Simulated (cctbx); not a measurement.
## Diagnosing a refinement

Cell a = 6.9910 Å, b = 6.9910 Å, c = 12.9560 Å, α = 90.00°, β = 90.00°, γ = 90.00°; space group P4_12_12 (no. 92).

The data are simulated with cctbx, not measured: Mo Kα, λ = 0.71073 Å, to d = 0.84 Å, 50 % of the full sphere, strongest reflection 70000 counts, noise from counting, a 6 % proportional error and a noise floor of 2 counts (s.d.); no absorption.

An anisotropic refinement with weights 1/σ² prints:

```text
Rint 0.046, 565 unique reflections to 0.84 A
cycle     R1     wR2    GooF  max shift (A)
   1  0.6090  0.8895  23.714   0.05838
   3  0.4463  0.7154  19.074   0.00000
final R1 0.4463 wR2 0.7154 GooF 19.074  parameters 32  data/parameter 17.7
atom        x        y        z      Ueq    occ   su(xyz)  su(Uiso or U11)
Y1     0.01184  0.34517  0.53630  -0.0350  1.000  0.00101  0.0046  NPD
Ti1    0.82224  0.17776  0.75000  -0.0286  1.000  0.00173  0.0070  NPD
Ti2    0.99219  0.15189  0.12393  -0.0361  1.000  0.00213  0.0062  NPD
Si1    0.96687  0.27488  0.93698  -0.0395  1.000  0.00278  0.0063  NPD
difference map: max 167.43 min -19.31 rms 12.83
Q1    0.0128  0.3419  0.5373    8  177.33  0.03 A from Y1
Q2    0.1693  0.8307  0.2500    4  104.39  0.08 A from Ti1
Q3    0.1387  0.1952  0.3215    8   97.25  2.52 A from Ti2
Q4    0.9902  0.1547  0.1253    8   84.66  0.03 A from Ti2
Q5    0.0398  0.7246  0.4380    8   78.80  0.05 A from Si1
Q6    0.0214  0.0320  0.0754    8   18.94  1.07 A from Ti2
```

Q: Accept it or mend it, and why?

Mend it. The fault: an atom left out, Si at (0.1397, 0.1946, 0.3216). Against the right model at the same level, R1 goes from 0.0143 to 0.4463 and GooF from 0.93 to 19.07, U of Ti2 shrinks from 0.0095 to -0.0361 Å², U of Ti1 shrinks from 0.0081 to -0.0286 Å², U of Si1 shrinks from 0.0079 to -0.0395 Å², U of Y1 shrinks from 0.0058 to -0.0350 Å², the top difference peak, 177.3 e/Å³, lies on Y1 and Y1, Ti1, Ti2 and Si1 go non-positive-definite. Q3 is the missing atom. With scattering power missing, scale and phases suffer, so peaks may also grow on the heavy atoms.

The compound is Y2Ti3Si4. The right model at the same level gives:

```text
Rint 0.046, 565 unique reflections to 0.84 A
cycle     R1     wR2    GooF  max shift (A)
   1  0.0193  0.0593   1.593   0.00299
   2  0.0143  0.0344   0.926   0.00000
final R1 0.0143 wR2 0.0344 GooF 0.926  parameters 41  data/parameter 13.8
atom        x        y        z      Ueq    occ   su(xyz)  su(Uiso or U11)
Y1     0.01340  0.34280  0.53639   0.0058  1.000  0.00003  0.0001
Ti1    0.82673  0.17327  0.75000   0.0081  1.000  0.00007  0.0002
Ti2    0.99294  0.15386  0.12359   0.0095  1.000  0.00006  0.0002
Si1    0.13967  0.19450  0.32163   0.0062  1.000  0.00009  0.0003
Si2    0.95996  0.27126  0.93715   0.0079  1.000  0.00009  0.0003
Flack x: -0.010(4)
Hooft y: -0.010(7)  Bijvoet pairs: 192
difference map: max 0.51 min -0.48 rms 0.10
Q1    0.0036  0.3463  0.6117    8    0.52  0.98 A from Y1
Q2    0.0020  0.3620  0.2870    8    0.47  1.41 A from Y1
Q3    0.0096  0.1616  0.5565    8    0.34  1.29 A from Y1
Q4    0.9969  0.3428  0.1159    8    0.31  1.32 A from Ti2
Q5    0.0021  0.1566  0.6938    8    0.28  1.36 A from Si1
Q6    0.0422  0.9578  0.2500    4    0.28  1.30 A from Ti1
```

The model was made for the exercise: a known structure type with other elements put in, its volume estimated, not relaxed; displacement parameters are assumed.

[Middle refinement cycles are left out of these outputs.]

[Logs are printed without paths, hosts, clocks, repeated set-up lines and the standing remarks that a program may print on its own settings, such as how far it seeks lower states.]
